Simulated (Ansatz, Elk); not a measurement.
## Bonding as seen by X-rays: Na2Mo

The structure of Na2Mo used here is made up (a known structure type with other elements) and was relaxed beforehand with PBE. The aim is the Fourier transform of its all-electron density, F(hkl), set beside the sum over free spherical atoms that refinements use.

Calculated with Elk 11.2.3 (patched build); DFT, PBE, all-electron APW+lo, Dirac cores, scalar-relativistic bands, static density, no spin.

The structure was built from a prototype and need not be the compound's stable phase.

## (1) Set-up

Symmetry: Fm-3m, No. 225, cubic system. Conventional cell: a = 7.109 Å, b = 7.109 Å, c = 7.109 Å, α = 90.00°, β = 90.00°, γ = 90.00°. Nearest to Mo lie 8 Na at 3.08 Å. Nearest to Na lie 4 Mo at 3.08 Å. Farther neighbours are not listed.

## (2) Ground state and structure factors

An all-electron density is needed, since X-rays see the cores too. Task 0 finds the density and task 195 Fourier-transforms it; tshift is off so that phases refer to the origin typed.

The input, elk.in:

```
tasks
  0
  195

xctype
  20

spinpol
  .false.

rgkmax
  7.0

gmaxvr
  14.0

lmaxo
  7

lmaxapw
  8

swidth
  0.002

tshift
  .false.

ramdisk
  .false.

hmaxvr
  5.5

maxscl
  120

epspot
  1e-06

sppath
  './'

avec
  0.00000000000 6.71675274124 6.71675274124
  6.71675274124 -0.00000000000 6.71675274124
  6.71675274124 6.71675274124 -0.00000000000

atoms
  2
  'Mo.in'
  1
  -0.0000000000 0.0000000000 0.0000000000   0.000000 0.000000 0.000000
  'Na.in'
  2
  0.7500000000 0.7500000000 0.7500000000   0.000000 0.000000 0.000000
  0.2500000000 0.2500000000 0.2500000000   0.000000 0.000000 0.000000

ngridk
  6 6 6
```

Command:

```sh
OMP_NUM_THREADS=4 elk
```

Numbers of over 12 decimals in the logs are rounded to 6 here.

Output:

```text
┌─────────────────────────┐
│ Elk code version 11.2.3 │
└─────────────────────────┘

All units are atomic (Hartree, Bohr, etc.)

┌─────────────────────────────────────────────────┐
│ Ground-state run starting from atomic densities │
└─────────────────────────────────────────────────┘

Lattice vectors :
   0.000000000       6.716752741       6.716752741
   6.716752741      -0.000000000       6.716752741
   6.716752741       6.716752741      -0.000000000

Reciprocal lattice vectors :
 -0.4677249222      0.4677249222      0.4677249222
  0.4677249222     -0.4677249222      0.4677249222
  0.4677249222      0.4677249222     -0.4677249222

Unit cell volume      :    606.0494750
Brillouin zone volume :   0.4092903693

Muffin-tin inner radius fraction :   0.1000000000E-01

Nuclei treated as point charges

Species : 1 (Mo)
 parameters loaded from : Mo.in
 name : molybdenum
 nuclear charge    :   -42.00000000
 electronic charge :    42.00000000
 atomic mass :    174887.9214
 muffin-tin radius :    2.600000000
 number of radial points in muffin-tin :   1193
 inner part over the whole radius :   0.9897744308E-02
 number on inner part of muffin-tin    :    848
 approximate nuclear radius :   0.8334154960E-04
 number of mesh points to nuclear radius :    419
 atomic positions (lattice), magnetic fields (Cartesian) :
  1 :   0.00000000  0.00000000  0.00000000    0.00000000  0.00000000  0.00000000

Species : 2 (Na)
 parameters loaded from : Na.in
 name : sodium
 nuclear charge    :   -11.00000000
 electronic charge :    11.00000000
 atomic mass :    41907.78703
 muffin-tin radius :    2.200000000
 number of radial points in muffin-tin :    793
 inner part over the whole radius :   0.9883648912E-02
 number on inner part of muffin-tin    :    551
 approximate nuclear radius :   0.5574345702E-04
 number of mesh points to nuclear radius :    238
 atomic positions (lattice), magnetic fields (Cartesian) :
  1 :  -0.25000000 -0.25000000 -0.25000000    0.00000000  0.00000000  0.00000000
  2 :   0.25000000  0.25000000  0.25000000    0.00000000  0.00000000  0.00000000

Total number of atoms per unit cell :    3
Total muffin-tin volume :    162.8266528
 ratio of muffin-tin to unit cell volume :   0.2686689116

Spin treatment :
 spin-unpolarised

Number of Bravais lattice symmetries :   48
Number of crystal symmetries         :   48
Crystal has inversion symmetry
Real symmetric eigensolver will be used

k-point grid :      6     6     6
k-point offset :    0.000000000       0.000000000       0.000000000
k-point set is reduced with full crystal symmetry group
Total number of k-points :       16

Muffin-tin radius times maximum |G+k| :    7.000000000
 using average radius
Maximum |G+k| for APW functions       :    3.000000000
Maximum (1/2)|G+k|²                   :    4.500000000
Maximum |G| for potential and density :    14.00000000
Constant for pseudocharge density :    9
 order of it for each species :   16  16
 order of it for pair densities of each species (exact exchange by exxq0 0: 17) :   12   8
Radial integration step length :    1

G-vector grid sizes :     45    45    45
Number of G-vectors :    27941

Maximum angular momentum used for
 APW functions            :    8
 outer part of muffin-tin :    7
 inner part of muffin-tin :    2

Total nuclear charge    :   -64.00000000
Total core charge       :    32.00000000
Total valence charge    :    32.00000000
Total excess charge     :    0.000000000
Total electronic charge :    64.00000000

Effective Wigner radius, rₛ :    1.312441130

Number of empty states         :     12
Total number of valence states :     29
Total number of core states    :     32

Third-order local-orbitals added for an l without core states : T
Total number of local-orbitals :     40

Exchange-correlation functional :     20     0     0
 Perdew-Burke-Ernzerhof, Phys. Rev. Lett. 77, 3865 (1996)
 gradient requirement :    1
 generalised gradient approximation (GGA)

Smearing type :    3
 Fermi-Dirac
Smearing width :   0.2000000000E-02
[...]
xc potential                :     -189.77641082368
 exchange                    :     -149.28981550468
 correlation                 :     -2.930378
 electron entropic           :    -0.28566755590518E-02
 total energy                :     -4374.6460578382

Density of states at Fermi energy :    212.8988826
 (states/Hartree/unit cell)

Estimated indirect band gap :   0.2125924821E-02
 from k-point 9 to k-point 6
Estimated direct band gap   :   0.6924740206E-02
 at k-point 12

Charges :
 core                        :    32.00000000
 valence                     :    32.00000000
 interstitial                :    4.079402400
 muffin-tins (core leakage)
  species : 1 (Mo)
   atom 1                    :    39.65978614     ( -0.1646493786E-07)
  species : 2 (Na)
   atom 1                    :    10.13040573     ( -0.9715865845E-07)
   atom 2                    :    10.13040573     ( -0.9715865845E-07)
 total in muffin-tins        :    59.92059760
 total calculated charge     :    63.99998349
 total charge                :    64.00000000
 error                       :   0.1650954271E-04

RMS change in Kohn-Sham potential (target) :   0.6898833722     (  0.1000000000E-05)
Absolute change in total energy (target)   :   0.3760161712     (  0.1000000000E-03)

[... loops 3 to 14 left out ...]

┌──────────────────┐
│ Loop number : 15 │
└──────────────────┘

Energies :
 Fermi                       :     0.50265842455154E-01
 sum of occupied eigenvalues :     -2587.8335920542
 electron kinetic            :      4523.1981005736
 core electron kinetic       :      4327.7955467322
 Coulomb                     :     -8744.8860579130
 Coulomb potential           :     -6912.6409743104
 nuclear-nuclear             :     -407.29973149065
 electron-nuclear            :     -9769.5988698098
 Hartree                     :      1432.0125433874
 Madelung                    :     -5288.5655707578
 xc potential                :     -198.39071831746
 exchange                    :     -149.58588621272
 correlation                 :     -2.933625
 electron entropic           :    -0.37192569439943E-02
 total energy                :     -4374.2111874731

Density of states at Fermi energy :    285.6885638
 (states/Hartree/unit cell)

Estimated indirect band gap :   0.1786163475E-02
 from k-point 9 to k-point 12
Estimated direct band gap   :   0.5145567520E-02
 at k-point 15

Charges :
 core                        :    32.00000000
 valence                     :    32.00000000
 interstitial                :    3.647076977
 muffin-tins (core leakage)
  species : 1 (Mo)
[...]
species : 2 (Na)
[...]
total in muffin-tins        :    60.35292302
 total calculated charge     :    63.99998243
 total charge                :    64.00000000
 error                       :   0.1756947920E-04

RMS change in Kohn-Sham potential (target) :   0.2238907813E-06 (  0.1000000000E-05)
Absolute change in total energy (target)   :   0.1677236469E-04 (  0.1000000000E-03)

Convergence targets achieved

┌──────────────────┐
│ Loop number : 16 │
└──────────────────┘

Energies :
 Fermi                       :     0.50265881100299E-01
 sum of occupied eigenvalues :     -2587.8335904066
 electron kinetic            :      4523.1981028619
 core electron kinetic       :      4327.7955473727
 Coulomb                     :     -8744.8860617878
 Coulomb potential           :     -6912.6409713383
 nuclear-nuclear             :     -407.29973149065
 electron-nuclear            :     -9769.5988804464
 Hartree                     :      1432.0125501492
 Madelung                    :     -5288.5655761187
 xc potential                :     -198.39072193031
 exchange                    :     -149.58588646218
 correlation                 :     -2.933625
 electron entropic           :    -0.37192576107094E-02
 total energy                :     -4374.2111893088

Density of states at Fermi energy :    285.6886179
 (states/Hartree/unit cell)

Estimated indirect band gap :   0.1786176621E-02
 from k-point 9 to k-point 12
Estimated direct band gap   :   0.5145567475E-02
 at k-point 15

Charges :
 core                        :    32.00000000
 valence                     :    32.00000000
 interstitial                :    3.647076529
 muffin-tins (core leakage)
  species : 1 (Mo)
   atom 1                    :    40.15724070     ( -0.2527595555E-07)
  species : 2 (Na)
   atom 1                    :    10.09784139     ( -0.9715865579E-07)
   atom 2                    :    10.09784139     ( -0.9715865579E-07)
 total in muffin-tins        :    60.35292347
 total calculated charge     :    63.99998243
 total charge                :    64.00000000
 error                       :   0.1756949723E-04

┌──────────────────────────────┐
│ Self-consistent loop stopped │
└──────────────────────────────┘

Wrote STATE.OUT
```

The job ended after 13 s (4 threads of Arm Neoverse V2, shared host; peak memory 0.16 GiB; 26 s of CPU time).

SFACRHO.OUT:

```text

h k l indices transformed by vhmat matrix:
   1.000000000       0.000000000       0.000000000    
   0.000000000       1.000000000       0.000000000    
   0.000000000       0.000000000       1.000000000    

      h      k      l  multipl.   |H|            Re(F)            Im(F)           |F|

      0      0      0      1   0.0000000       64.000000      0.12136905E-16   64.000000    
      1      1      1      8  0.81012333       37.406683      -0.0000000       37.406683    
      0     -1     -1      6  0.93544984       18.016103     -0.43714686E-17   18.016103    
      1      2      1     12   1.3229259       49.699955     -0.21218230E-16   49.699955    
      0     -1     -2     24   1.5512681       31.360663      -0.0000000       31.360663    
     -2      0      0      8   1.6202467       15.614885     -0.65194672E-16   15.614885    
      2      2      0      6   1.8708997       43.361093      0.17472037E-16   43.361093    
     -3     -1     -1     24   2.0387657       28.141337      -0.0000000       28.141337    
     -1      1      2     24   2.0917294       14.487333      0.30809532E-16   14.487333    
      2      3      3     24   2.2913748       39.048768      0.21175435E-17   39.048768    
      3      1      3     24   2.4303700       25.794065      -0.0000000       25.794065    
      0      0      3      8   2.4303700       25.900486      -0.0000000       25.900486    
      0     -2      2     12   2.6458517       35.721030     -0.10207699E-16   35.721030    
     -4     -1     -2     48   2.7670980       24.159749      -0.0000000       24.159749    
     -1      3      0     24   2.8063495       13.656407     -0.47676812E-16   13.656407    
      3      3      0      6   2.8063495       13.546908      0.29147338E-17   13.546908    
     -4     -1     -3     24   2.9581521       33.057815      0.25859672E-18   33.057815    
      4      1      0     24   3.0670774       22.864369      -0.0000000       22.864369
```

Elk indexes on the primitive cell of elk.in and gives |H| = 4π sin θ/λ in inverse bohr. Below, one row stands for each form hkl of the conventional cell (m members, Friedel mates merged), F is for one primitive cell and the density is static (no thermal factor). Free-atom factors are Waasmaier and Kirfel's, and R is Σm||F|−|F'||/Σm|F|.

| hkl | m | sin θ/λ (Å⁻¹) | abs F, DFT | neutral atoms | diff. |
| --- | --- | --- | --- | --- | --- |
| 111 | 8 | 0.122 | 37.407 | 37.467 | -0.060 |
| 200 | 6 | 0.141 | 18.016 | 18.102 | -0.086 |
| 220 | 12 | 0.199 | 49.700 | 49.944 | -0.244 |
| 311 | 24 | 0.233 | 31.361 | 31.501 | -0.140 |
| 222 | 8 | 0.244 | 15.615 | 15.563 | +0.052 |
| 400 | 6 | 0.281 | 43.361 | 43.556 | -0.195 |
| 331 | 24 | 0.307 | 28.141 | 28.130 | +0.011 |
| 420 | 24 | 0.315 | 14.487 | 14.460 | +0.028 |
| 422 | 24 | 0.345 | 39.049 | 39.043 | +0.006 |
| 511 | 24 | 0.365 | 25.794 | 25.795 | -0.001 |
| 333 | 8 | 0.365 | 25.901 | 25.795 | +0.106 |
| 440 | 12 | 0.398 | 35.721 | 35.660 | +0.061 |
| 531 | 48 | 0.416 | 24.160 | 24.083 | +0.077 |
| 442 | 24 | 0.422 | 13.656 | 13.530 | +0.126 |
| 600 | 6 | 0.422 | 13.547 | 13.530 | +0.017 |
| 620 | 24 | 0.445 | 33.058 | 33.040 | +0.018 |
| 533 | 24 | 0.461 | 22.864 | 22.773 | +0.091 |
| 622 | 24 | 0.467 | 13.372 | 13.321 | +0.051 |

## (3) The highest occupied states alone

An energy window below the Fermi level keeps the highest occupied states, to see at which angles they scatter; shallow core shells can lie inside it and anion s states outside. No new self-consistency is needed.

elk.in, as its differences from that of step 2:

```diff
@@ -1,3 +1,2 @@
 tasks
-  0
   195
@@ -40,2 +39,5 @@
 
+wsfac
+  -0.390730 0.350270
+
 sppath
```

Command:

```sh
OMP_NUM_THREADS=4 elk
```

Output:

```text
┌─────────────────────────────────┐
│ Elk code version 11.2.3 started │
└─────────────────────────────────┘

Info(readinput): the functional depends on the density's gradient
 muffin-tin radial points multiplied by    2.00000
 (not where nrmtscf is given)

┌────────────────────┐
│ Current task : 195 │
└────────────────────┘

Info(sfacrho): density structure factors written to SFACRHO.OUT

 Energy window :  -0.3907300000      0.3502700000

┌──────────────────┐
│ Elk code stopped │
└──────────────────┘
```

It took 5.9 s on 4 threads; peak memory 0.17 GiB.

States within 12 eV below the Fermi level hold 8.00 electrons; any levels below the window count with the cores. Their amplitudes can exceed the total, where window and core parts have opposite phase:

| hkl | sin θ/λ (Å⁻¹) | abs F, window | abs F, all |
| --- | --- | --- | --- |
| 111 | 0.122 | 3.174 | 37.407 |
| 200 | 0.141 | 2.519 | 18.016 |
| 220 | 0.199 | 1.267 | 49.700 |
| 311 | 0.233 | 0.850 | 31.361 |
| 222 | 0.244 | 0.848 | 15.615 |
| 400 | 0.281 | 0.406 | 43.361 |
| 331 | 0.307 | 0.330 | 28.141 |
| 420 | 0.315 | 0.202 | 14.487 |
| 422 | 0.345 | 0.211 | 39.049 |
| 511 | 0.365 | 0.026 | 25.794 |

## (4) Another functional

The difference from free atoms is small, so it is set against the change that LDA (Perdew-Wang) makes.

elk.in, as its differences from that of step 3:

```diff
@@ -1,2 +1,3 @@
 tasks
+  0
   195
@@ -4,3 +5,3 @@
 xctype
-  20
+  3
 
@@ -39,5 +40,2 @@
 
-wsfac
-  -0.390730 0.350270
-
 sppath
```

Command:

```sh
OMP_NUM_THREADS=4 elk
```

Output:

```text
┌─────────────────────────┐
│ Elk code version 11.2.3 │
└─────────────────────────┘

All units are atomic (Hartree, Bohr, etc.)

┌─────────────────────────────────────────────────┐
│ Ground-state run starting from atomic densities │
└─────────────────────────────────────────────────┘

Lattice vectors :
   0.000000000       6.716752741       6.716752741
   6.716752741      -0.000000000       6.716752741
   6.716752741       6.716752741      -0.000000000

Reciprocal lattice vectors :
 -0.4677249222      0.4677249222      0.4677249222
[...]
valence                     :    32.00000000
 interstitial                :    3.645907118
 muffin-tins (core leakage)
  species : 1 (Mo)
[...]
species : 2 (Na)
   atom 1                    :    10.10016032     ( -0.1555072449E-05)
   atom 2                    :    10.10016032     ( -0.1555072449E-05)
 total in muffin-tins        :    60.35409288
 total calculated charge     :    63.99999013
 total charge                :    64.00000000
 error                       :   0.9871401829E-05

┌──────────────────────────────┐
│ Self-consistent loop stopped │
└──────────────────────────────┘

Wrote STATE.OUT
[key lines of the parts left out:]
total energy                :     -4368.5865632425
```

It took 7.4 s on 4 threads; peak memory 0.17 GiB; 15 s of CPU time.

Against the first run R = 0.05 %; the largest change is +0.044 at 600.

## (5) Basis size

A smaller basis shows how fast F responds to it; the change is likely larger than the basis error of the first run, but doesn't show convergence.

elk.in, as its differences from that of step 4:

```diff
@@ -5,3 +5,3 @@
 xctype
-  3
+  20
 
@@ -11,3 +11,3 @@
 rgkmax
-  7.0
+  5.5
```

Command:

```sh
OMP_NUM_THREADS=4 elk
```

Output:

```text
┌─────────────────────────┐
│ Elk code version 11.2.3 │
└─────────────────────────┘

All units are atomic (Hartree, Bohr, etc.)

┌─────────────────────────────────────────────────┐
│ Ground-state run starting from atomic densities │
└─────────────────────────────────────────────────┘

Lattice vectors :
   0.000000000       6.716752741       6.716752741
   6.716752741      -0.000000000       6.716752741
   6.716752741       6.716752741      -0.000000000

Reciprocal lattice vectors :
 -0.4677249222      0.4677249222      0.4677249222
[...]
valence                     :    32.00000000
 interstitial                :    3.723737494
 muffin-tins (core leakage)
  species : 1 (Mo)
[...]
species : 2 (Na)
   atom 1                    :    10.08970720     ( -0.9715865401E-07)
   atom 2                    :    10.08970720     ( -0.9715865401E-07)
 total in muffin-tins        :    60.27626251
 total calculated charge     :    63.99995012
 total charge                :    64.00000000
 error                       :   0.4987886886E-04

┌──────────────────────────────┐
│ Self-consistent loop stopped │
└──────────────────────────────┘

Wrote STATE.OUT
[key lines of the parts left out:]
total energy                :     -4374.1576542943
```

Wall time 11 s (4 threads); peak memory 0.17 GiB; 21 s of CPU time.

Against the first run R = 0.02 %; the largest change is +0.028 at 440.

## (6) Basis size

The basis and the expansions that go with it are enlarged, to see whether the differences are converged.

elk.in, as its differences from that of step 5:

```diff
@@ -11,12 +11,12 @@
 rgkmax
-  5.5
+  8.5
 
 gmaxvr
-  14.0
+  18.0
 
 lmaxo
-  7
+  9
 
 lmaxapw
-  8
+  10
```

Command:

```sh
OMP_NUM_THREADS=4 elk
```

Output:

```text
┌─────────────────────────┐
│ Elk code version 11.2.3 │
└─────────────────────────┘

All units are atomic (Hartree, Bohr, etc.)

┌─────────────────────────────────────────────────┐
│ Ground-state run starting from atomic densities │
└─────────────────────────────────────────────────┘

Lattice vectors :
   0.000000000       6.716752741       6.716752741
   6.716752741      -0.000000000       6.716752741
   6.716752741       6.716752741      -0.000000000

Reciprocal lattice vectors :
 -0.4677249222      0.4677249222      0.4677249222
[...]
valence                     :    32.00000000
 interstitial                :    3.636821345
 muffin-tins (core leakage)
  species : 1 (Mo)
[...]
species : 2 (Na)
   atom 1                    :    10.09917249     ( -0.9715865623E-07)
   atom 2                    :    10.09917249     ( -0.9715865623E-07)
 total in muffin-tins        :    60.36317865
 total calculated charge     :    64.00000038
 total charge                :    64.00000000
 error                       :   0.3757365477E-06

┌──────────────────────────────┐
│ Self-consistent loop stopped │
└──────────────────────────────┘

Wrote STATE.OUT
[key lines of the parts left out:]
total energy                :     -4374.2171600560
```

Elapsed: 28 s, on 4 threads; peak memory 0.28 GiB; 58 s of CPU time.

Against the first run R = 0.01 %; the largest change is -0.005 at 620.

## (7) Settings against the effect

| run | R against the first run (%) | R against neutral atoms, low angle (%) | wall time |
| --- | --- | --- | --- |
| PBE, rgkmax 7 | 0.00 | 0.41 | 13 s |
| LDA (Perdew-Wang) | 0.05 | 0.45 | 7.4 s |
| rgkmax 5.5 | 0.02 | 0.46 | 11 s |
| rgkmax 8.5 with larger expansions | 0.01 | 0.41 | 28 s |

## (8) Results

| Item | Value |
| --- | --- |
| R against neutral atoms, sin θ/λ < 0.3 Å⁻¹ | 0.41 % |
| R against neutral atoms, 0.3 to 0.82 Å⁻¹ | 0.26 % |

Independent neutral atoms miss the calculated amplitudes by R = 0.41 % below 0.3 Å⁻¹ and 0.26 % from there to 0.82 Å⁻¹; by shells, 0.24 % below 0.15 Å⁻¹ (2 forms), 0.45 % 0.15 to 0.3 (4 forms), 0.18 % 0.3 to 0.45 (10 forms), 0.27 % above 0.45 (50 forms). Bonding, aspherical density and the tables' own atoms all enter these figures, and the runs don't part them. The largest change of an amplitude is -0.24 electrons, at 220. The window's part falls from 8.0 electrons at the origin to at most 0.13 between 0.45 and 0.82 Å⁻¹. Below 0.3 Å⁻¹ the changes that finished (LDA (Perdew-Wang), rgkmax 5.5 and rgkmax 8.5 with larger expansions) move F by R = 0.05 % at most, against the 0.41 % that separates it from free atoms. The k-mesh has no finished test. These runs have no spin, though d or f shells may be open. Part of the difference isn't bonding: the tables are fits to free atoms and ions calculated by other methods than this functional. Thermal motion, anomalous dispersion and extinction are left out.

[Logs are printed without paths, hosts, clocks, repeated set-up lines and the standing remarks that a program may print on its own settings, such as how far it seeks lower states.]

[Hosts, paths, dates, database ids (printed as entryN), source tags and the programs' standing remarks are cut or masked in the printed files.]
